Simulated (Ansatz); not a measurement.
# SrCuO3 (cubic perovskite) (Pm-3m): how robust is the cRPA U?, part 2 of 2

Aim: hold the target of a cRPA run on SrCuO3 (cubic perovskite) (Pm-3m) and move one thing at a time.

Ansatz 0.2.0; constrained RPA on LDA, plane waves, PAW.

So far. Step 4 (Changed: accuracy high): On the Cu d shell, screening brings the on-site interaction from 28.7 eV down to U = 11.92 eV. Step 5 (Changed: accuracy low): On the Cu d shell, screening brings the on-site interaction from 28.7 eV down to U = 11.92 eV.

The structure was built from a prototype and need not be the compound's stable phase.

### 7. Changed: volume +3 %

The cell differs from the one that the last finished run ended in (a 3.767 → 3.805 Å, b 3.767 → 3.805 Å, c 3.767 → 3.805 Å).

input.yaml reads:

```yaml
crystal:
  lattice:
    - [0.0, -3.8046527393, 0.0]
    - [0.0, 0.0, 3.8046527393]
    - [-3.8046527393, 0.0, 0.0]
  atoms:
    - { symbol: Sr, position: [0.0, 0.0, 0.0] }
    - { symbol: Cu, position: [0.5, 0.5, 0.5] }
    - { symbol: O, position: [0.5, 0.5, 0.0] }
    - { symbol: O, position: [0.5, 0.0, 0.5] }
    - { symbol: O, position: [0.0, 0.5, 0.5] }
kpoints:
  mp_grid: { grid: [6, 6, 6] }
hamiltonian:
  xc: lda
scf:
  occupations: { method: gaussian, width: 0.08 }
  n_extra_bands: 19
  max_iter: 150
  lower_state_search: "off"
output:
  crpa:
    kmesh: [4, 4, 4]
    target_bands: [v13, c1]
    projections: [{ species: Cu, l: d, shell: 3 }, { species: O, l: p, shell: 2 }]
  local_orbitals:
    kmesh: [8, 8, 8]
    orbitals: [{ species: Cu, l: d, shell: 3 }, { species: O, l: p, shell: 2 }]
    window: { bands: [v13, c1] }
    seedname: lo
```

Launch:

```bash
ansatz run input.yaml --threads 4 --pin off --max-ram 9216MiB --backend cpu --events-out ev --progress --plain --runs-dir out
```

Numbers of over 12 decimals in the logs are rounded to 6 here.

The log of the run:

```text
[...]
Crystal: 5 atoms, lattice volume = 55.074 Å³
Basis set: ecut = 420 eV, 1045 PW (Γ)
Bands: 43, of which v1, the nominal top of the filled ones, is band 24 counted from 1 (23 counted from 0)
Symmetry: 48 space group operations
[...]
k-points: 20 of 216
[...]
screened: U = 7.6471 eV, U' = 6.2163 eV, J = 0.7030 eV
      screened, to within: U = 1.1e-2 eV, U' = 1.1e-2 eV, J = 9.6e-4 eV
      bare: V = 18.8827 eV, V' = 17.0603 eV, J = 0.8954 eV
    Site 4, 2P, 3 of 3 p orbitals (Wannier functions 12, 13, 14; wannier90's mr 1, 2, 3):
      screened: U = 7.6471 eV, U' = 6.2163 eV, J = 0.7030 eV
      screened, to within: U = 1.1e-2 eV, U' = 1.1e-2 eV, J = 9.6e-4 eV
      bare: V = 18.8827 eV, V' = 17.0603 eV, J = 0.8954 eV
[...]
[key lines of the parts left out:]
SCF converged after 8 iterations
Free energy (F): -11665.432918 eV
Fermi energy:    9.765112 eV
```

It took 2.7 min on 4 threads of Arm Neoverse V2, shared host; peak memory 0.67 GiB; 10 min of CPU time.

Numbers from this step:

```
U                                                 : 11.91 eV
U prime (inter-orbital)                           : 10.20 eV
J                                                 : 0.8593 eV
bare V                                            : 28.71 eV
bare J                                            : 1.010 eV
stated bound on U                                 : 0.02040 eV
U over bare V                                     : 0.4149
electrons in the window                           : 25.00
head of the constrained inverse dielectric matrix : 0.3553
least eigenvalue of the projection's overlap      : 0.7531
target functions                                  : 14
bands in the sums                                 : 50
r.m.s. miss of the model bands                    : 1.40e-4 eV
width of the target bands                         : 9.445 eV
weight of the projected orbitals in the window    : 0.9539
```

On the Cu d shell, screening brings the on-site interaction from 28.7 eV down to U = 11.91 eV.

### 8. Changed: volume +6 %

The cell differs from the one that the last finished run ended in (a 3.805 → 3.841 Å, b 3.805 → 3.841 Å, c 3.805 → 3.841 Å).

Edit input.yaml of step 7 so:

```diff
@@ -2,5 +2,5 @@
   lattice:
-    - [0.0, -3.8046527393, 0.0]
-    - [0.0, 0.0, 3.8046527393]
-    - [-3.8046527393, 0.0, 0.0]
+    - [0.0, -3.841238183, 0.0]
+    - [0.0, 0.0, 3.841238183]
+    - [-3.841238183, 0.0, 0.0]
   atoms:
```

The log of the run:

```text
[...]
Crystal: 5 atoms, lattice volume = 56.678 Å³
Basis set: ecut = 420 eV, 1141 PW (Γ)
Bands: 43, of which v1, the nominal top of the filled ones, is band 24 counted from 1 (23 counted from 0)
Symmetry: 48 space group operations
[...]
k-points: 20 of 216
[...]
screened: U = 7.6347 eV, U' = 6.2074 eV, J = 0.7009 eV
      screened, to within: U = 1.1e-2 eV, U' = 1.1e-2 eV, J = 9.6e-4 eV
      bare: V = 18.8513 eV, V' = 17.0329 eV, J = 0.8930 eV
    Site 4, 2P, 3 of 3 p orbitals (Wannier functions 12, 13, 14; wannier90's mr 1, 2, 3):
      screened: U = 7.6347 eV, U' = 6.2074 eV, J = 0.7009 eV
      screened, to within: U = 1.1e-2 eV, U' = 1.1e-2 eV, J = 9.6e-4 eV
      bare: V = 18.8513 eV, V' = 17.0329 eV, J = 0.8930 eV
[...]
[key lines of the parts left out:]
SCF converged after 8 iterations
Free energy (F): -11665.368028 eV
Fermi energy:    9.311265 eV
```

It took 2.8 min on 4 threads; peak memory 0.67 GiB.

This step gave:

| Property | Result |
| --- | --- |
| U | 11.90 eV |
| U prime (inter-orbital) | 10.19 eV |
| J | 0.8584 eV |
| bare V | 28.70 eV |
| bare J | 1.009 eV |
| stated bound on U | 0.02054 eV |
| U over bare V | 0.4148 |
| electrons in the window | 25.00 |
| head of the constrained inverse dielectric matrix | 0.3581 |
| least eigenvalue of the projection's overlap | 0.7514 |
| target functions | 14 |
| bands in the sums | 50 |
| r.m.s. miss of the model bands | 1.37e-4 eV |
| width of the target bands | 9.156 eV |
| weight of the projected orbitals in the window | 0.9550 |

On the Cu d shell, screening brings the on-site interaction from 28.7 eV down to U = 11.90 eV.

### 9. Side by side

Times are wall times on 4 threads of Arm Neoverse V2, shared host, good to a factor of about two.

```csv
run,bare V (eV),U (eV),J (eV),bound on U (eV),width (eV),time
target window,28.73,11.920,0.860,0.0198,9.75,2.7 min
2×2×2 mesh,28.79,11.875,0.860,0.0176,9.75,13 s
accuracy high,28.73,11.923,0.860,0.0018,9.75,4.8 min
accuracy low,28.73,11.915,0.860,0.1188,9.75,2.4 min
volume +3 %,28.71,11.914,0.859,0.0204,9.44,2.7 min
volume +6 %,28.70,11.903,0.858,0.0205,9.16,2.8 min
```

### 10. Results

| Quantity | Value |
| --- | --- |
| target window | U 11.92 eV, J 0.86 eV |
| 2×2×2 mesh | U 11.88 eV, J 0.86 eV |
| accuracy high | U 11.92 eV, J 0.86 eV |
| accuracy low | U 11.92 eV, J 0.86 eV |
| volume +3 % | U 11.91 eV, J 0.86 eV |
| volume +6 % | U 11.90 eV, J 0.86 eV |

In words: 2×2×2 mesh moves U by −0.04 eV at 0.084 times the time. Accuracy high moves U by +0.003 eV (within the solver's bounds, for the mean over orbitals). Accuracy low moves U by −0.005 eV (within the solver's bounds, for the mean over orbitals). Volume +3 % moves U by −0.01 eV (within the solver's bounds, for the mean over orbitals). Volume +6 % moves U by −0.02 eV (within the solver's bounds, for the mean over orbitals). The printed bound covers the solver alone, not the mesh, and no denser mesh than the base was run. The parent state is non-magnetic and the interaction static (zero frequency); U depends on the window and the orbitals, so it belongs to this model alone. A window that holds the anion p bands defines a model with explicit ligands; its U belongs to that model and is not the U of DFT+U.

[Paths, hosts, dates, memory and timing lines, banners, echoed tables and standing remarks are left out of the program output.]

[Logs are printed without paths, hosts, clocks, repeated set-up lines and the standing remarks that a program may print on its own settings, such as how far it seeks lower states.]

[Runs of the session that timed out or met a known fault of the program may be left out.]

[Hosts, paths, dates, database ids (printed as entryN), source tags and the programs' standing remarks are cut or masked in the printed files.]
